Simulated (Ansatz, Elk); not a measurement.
# How far do independent atoms describe CaGa2GeSe4?

Structure refinements treat a crystal as free atoms side by side. For a made-up structure of CaGa2GeSe4 (cell and positions from a PBE relaxation) the runs below show what the calculated density changes in F(hkl).

Calculated with Elk 11.2.3 (patched build); DFT, PBE, all-electron APW+lo, Dirac cores, scalar-relativistic bands, static density, no spin.

This account leaves out most program logs.

The structure was built from a prototype and need not be the compound's stable phase.

## (1) The starting structure

Symmetry: I-42m, No. 121, tetragonal system. Conventional cell: a = 7.530 Å, b = 7.530 Å, c = 7.183 Å, α = 90.00°, β = 90.00°, γ = 90.00°. Nearest to Se lie 1 Ge at 2.41 Å and 2 Ca at 2.92 to 3.66 Å and 4 Ga at 3.10 to 3.51 Å. Nearest to Ge lie 4 Se at 2.41 Å. Nearest to Ga lie 4 Se at 3.10 Å. Ca has 8 Se at 2.92 to 3.66 Å and 2 Ge at 3.59 Å nearest. Farther neighbours and most contacts between anions are not listed.

Coordinates:

```cif
data_structure
_symmetry_space_group_name_H-M 'I-42m'
_symmetry_Int_Tables_number 121
_cell_length_a 7.5299
_cell_length_b 7.5299
_cell_length_c 7.1835
_cell_angle_alpha 90.000
_cell_angle_beta 90.000
_cell_angle_gamma 90.000
_cell_volume 407.30
loop_
_atom_site_label
_atom_site_type_symbol
_atom_site_symmetry_multiplicity
_atom_site_Wyckoff_symbol
_atom_site_fract_x
_atom_site_fract_y
_atom_site_fract_z
_atom_site_occupancy
Se1 Se 8 i 0.81671 0.18329 0.19689 1
Ge1 Ge 2 a 0.00000 0.00000 0.00000 1
Ga1 Ga 4 c 0.50000 0.00000 0.00000 1
Ca1 Ca 2 b 0.00000 0.00000 0.50000 1
```

## (2) Ground state and structure factors

An all-electron density is needed, since X-rays see the cores too. Task 0 finds the density and task 195 Fourier-transforms it; tshift is off so that phases refer to the origin typed.

File elk.in:

```
tasks
  0
  195

xctype
  20

spinpol
  .false.

rgkmax
  7.0

gmaxvr
  14.0

lmaxo
  7

lmaxapw
  8

swidth
  0.002

tshift
  .false.

ramdisk
  .false.

hmaxvr
  5.5

maxscl
  120

epspot
  1e-06

sppath
  './'

avec
  -7.11475663566 7.11475663566 6.78737719704
  7.11475663566 -7.11475663566 6.78737719704
  7.11475663566 7.11475663566 -6.78737719704

atoms
  4
  'Se.in'
  4
  0.3801764000 0.0136058909 -0.0000000000   0.000000 0.000000 0.000000
  0.6198236000 0.6198236000 0.6334294909   0.000000 0.000000 0.000000
  0.0136058909 0.3801764000 0.0000000000   0.000000 0.000000 0.000000
  0.9863941091 0.9863941091 0.3665705091   0.000000 0.000000 0.000000
  'Ge.in'
  1
  0.0000000000 0.0000000000 -0.0000000000   0.000000 0.000000 0.000000
  'Ga.in'
  2
  0.0000000000 0.5000000000 0.5000000000   0.000000 0.000000 0.000000
  0.5000000000 0.0000000000 0.5000000000   0.000000 0.000000 0.000000
  'Ca.in'
  1
  0.5000000000 0.5000000000 0.0000000000   0.000000 0.000000 0.000000

ngridk
  5 5 5
```

Launch:

```
> OMP_NUM_THREADS=4 elk
```

It took 2.1 min on 4 threads of Arm Neoverse V2, shared host; peak memory 0.35 GiB; 6.7 min of CPU time.

SFACRHO.OUT:

```text

h k l indices transformed by vhmat matrix:
   1.000000000       0.000000000       0.000000000    
   0.000000000       1.000000000       0.000000000    
   0.000000000       0.000000000       1.000000000    

      h      k      l  multipl.   |H|            Re(F)            Im(F)           |F|

      0      0      0      1   0.0000000       250.00000     -0.21911279E-16   250.00000    
     -1      1      0      4  0.62446028       10.751170     -0.62694993E-14   10.751170    
     -1      0      1      8  0.63969756       28.997712     -0.15187504E-13   28.997712    
     -1      1     -1      4  0.88312020       18.987308      0.15598993E-13   18.987308    
      1      1     -1      2  0.92571624       4.6767901     -0.61391448E-14   4.6767901    
     -2      1      1      8   1.0904652       1.2866189       73.698488       73.709718    
     -1      0      2      8   1.0904652       1.2866189      -73.698488       73.709718    
      2      0     -1      4   1.1166473      -25.023290      -58.892889       63.988573    
     -2      0      1      4   1.1166473      -25.023290       58.892889       63.988573    
      2     -2      0      4   1.2489206       140.49277      0.11995020E-13   140.49277    
      2      0      0      8   1.2793951       148.02189     -0.58007110E-13   148.02189    
      1     -1      2      8   1.3963356      -50.864902      0.28236502E-13   50.864902    
      1     -2      2      8   1.4032161      -21.919768      0.26895959E-13   21.919768    
     -1     -2      1      8   1.4570910      -24.724626     -0.80725584E-13   24.724626    
      1     -3      1      4   1.5545910       49.335210       34.825328       60.388463    
     -1      3     -1      4   1.5545910       49.335210      -34.825328       60.388463    
      0      1     -3      8   1.6579858       31.492749      -21.535195       38.151774    
      0     -1      3      8   1.6579858       31.492749       21.535195       38.151774
```

Elk indexes on the primitive cell of elk.in and gives |H| = 4π sin θ/λ in inverse bohr. Below, one row stands for each form hkl of the conventional cell (m members, Friedel mates merged), F is for one primitive cell and the density is static (no thermal factor). Free-atom factors are Waasmaier and Kirfel's, and R is Σm||F|−|F'||/Σm|F|.

| hkl | m | sin θ/λ (Å⁻¹) | abs F, DFT | neutral atoms | diff. | abs of complex diff. |
| --- | --- | --- | --- | --- | --- | --- |
| 110 | 4 | 0.094 | 10.751 | 10.528 | +0.224 | 0.224 |
| 101 | 8 | 0.096 | 28.998 | 29.096 | -0.099 | 0.099 |
| 200 | 4 | 0.133 | 18.987 | 19.137 | -0.149 | 0.149 |
| 002 | 2 | 0.139 | 4.677 | 5.119 | -0.442 | 0.442 |
| 211 | 16 | 0.164 | 73.710 | 73.245 | +0.465 | 0.494 |
| 112 | 8 | 0.168 | 63.989 | 63.662 | +0.326 | 0.335 |
| 220 | 4 | 0.188 | 140.493 | 140.517 | -0.024 | 0.024 |
| 202 | 8 | 0.192 | 148.022 | 148.054 | -0.032 | 0.032 |
| 310 | 8 | 0.210 | 50.865 | 51.034 | -0.169 | 0.169 |
| 301 | 8 | 0.211 | 21.920 | 21.872 | +0.048 | 0.048 |
| 103 | 8 | 0.219 | 24.725 | 24.796 | -0.071 | 0.071 |
| 222 | 8 | 0.234 | 60.388 | 60.465 | -0.076 | 0.233 |
| 321 | 16 | 0.249 | 38.152 | 38.407 | -0.255 | 0.255 |
| 312 | 16 | 0.252 | 27.160 | 27.053 | +0.106 | 0.109 |

## (3) The highest occupied states alone

An energy window below the Fermi level keeps the highest occupied states, to see at which angles they scatter; shallow core shells can lie inside it and anion s states outside. No new self-consistency is needed.

elk.in, as its differences from that of step 2:

```diff
@@ -1,3 +1,2 @@
 tasks
-  0
   195
@@ -40,2 +39,5 @@
 
+wsfac
+  -0.373290 0.477950
+
 sppath
```

Launch:

```
> OMP_NUM_THREADS=4 elk
```

Wall time 32 s (4 threads); peak memory 0.27 GiB; 37 s of CPU time.

States within 15 eV below the Fermi level hold 56.00 electrons; any levels below the window count with the cores. Their amplitudes can exceed the total, where window and core parts have opposite phase:

| hkl | sin θ/λ (Å⁻¹) | abs F, window | abs F, all |
| --- | --- | --- | --- |
| 110 | 0.094 | 16.336 | 10.751 |
| 101 | 0.096 | 4.084 | 28.998 |
| 200 | 0.133 | 13.441 | 18.987 |
| 002 | 0.139 | 11.808 | 4.677 |
| 211 | 0.164 | 5.916 | 73.710 |
| 112 | 0.168 | 18.750 | 63.989 |
| 220 | 0.188 | 20.340 | 140.493 |
| 202 | 0.192 | 20.321 | 148.022 |
| 310 | 0.210 | 17.011 | 50.865 |
| 301 | 0.211 | 0.929 | 21.920 |

## (4) Another functional

The difference from free atoms is small, so it is set against the change that LDA (Perdew-Wang) makes.

elk.in, as its differences from that of step 3:

```diff
@@ -1,2 +1,3 @@
 tasks
+  0
   195
@@ -4,3 +5,3 @@
 xctype
-  20
+  3
 
@@ -39,5 +40,2 @@
 
-wsfac
-  -0.373290 0.477950
-
 sppath
```

Launch:

```
> OMP_NUM_THREADS=4 elk
```

Wall time 93 s (4 threads); peak memory 0.3 GiB.

Against the first run R = 0.06 %; the largest change is -0.073 at 600.

## (5) Basis size

The basis and the expansions that go with it are enlarged, to see whether the differences are converged.

elk.in, as its differences from that of step 4:

```diff
@@ -5,3 +5,3 @@
 xctype
-  3
+  20
 
@@ -11,12 +11,12 @@
 rgkmax
-  7.0
+  8.5
 
 gmaxvr
-  14.0
+  18.0
 
 lmaxo
-  7
+  9
 
 lmaxapw
-  8
+  10
```

Launch:

```
> OMP_NUM_THREADS=4 elk
```

Wall time 7.2 min (4 threads); peak memory 0.84 GiB; 24 min of CPU time.

Against the first run R = 0.01 %; the largest change is -0.013 at 444.

## (6) Settings against the effect

| run | R against the first run (%) | R against neutral atoms, low angle (%) | wall time |
| --- | --- | --- | --- |
| PBE, rgkmax 7 | 0.00 | 0.39 | 2.1 min |
| LDA (Perdew-Wang) | 0.06 | 0.38 | 93 s |
| rgkmax 8.5 with larger expansions | 0.01 | 0.39 | 7.2 min |

## (7) Outcome

| Item | Value |
| --- | --- |
| R against neutral atoms, sin θ/λ < 0.3 Å⁻¹ | 0.39 % |
| R against neutral atoms, 0.3 to 0.63 Å⁻¹ | 0.23 % |

What this shows: Independent neutral atoms miss the calculated amplitudes by R = 0.39 % below 0.3 Å⁻¹ and 0.23 % from there to 0.63 Å⁻¹; by shells, 0.88 % below 0.15 Å⁻¹ (4 forms), 0.37 % 0.15 to 0.3 (19 forms), 0.27 % 0.3 to 0.45 (37 forms), 0.21 % above 0.45 (89 forms). Bonding, aspherical density and the tables' own atoms all enter these figures, and the runs don't part them. The largest change of an amplitude is -0.51 electrons, at 004. R counts amplitudes alone; phases shift too. The window's part falls from 56.0 electrons at the origin to at most 7.08 between 0.45 and 0.63 Å⁻¹, where compact states inside the window still scatter. The window holds more than the 36 outer electrons of the free atoms, so shallow core shells lie inside it. Below 0.3 Å⁻¹ the changes that finished (LDA (Perdew-Wang) and rgkmax 8.5 with larger expansions) move F by R = 0.03 % at most, against the 0.39 % that separates it from free atoms. The k-mesh has no finished test. Part of the difference isn't bonding: the tables are fits to free atoms and ions calculated by other methods than this functional. Thermal motion, anomalous dispersion and extinction are left out.

[Logs are printed without paths, hosts, clocks, repeated set-up lines and the standing remarks that a program may print on its own settings, such as how far it seeks lower states.]

[Hosts, paths, dates, database ids (printed as entryN), source tags and the programs' standing remarks are cut or masked in the printed files.]
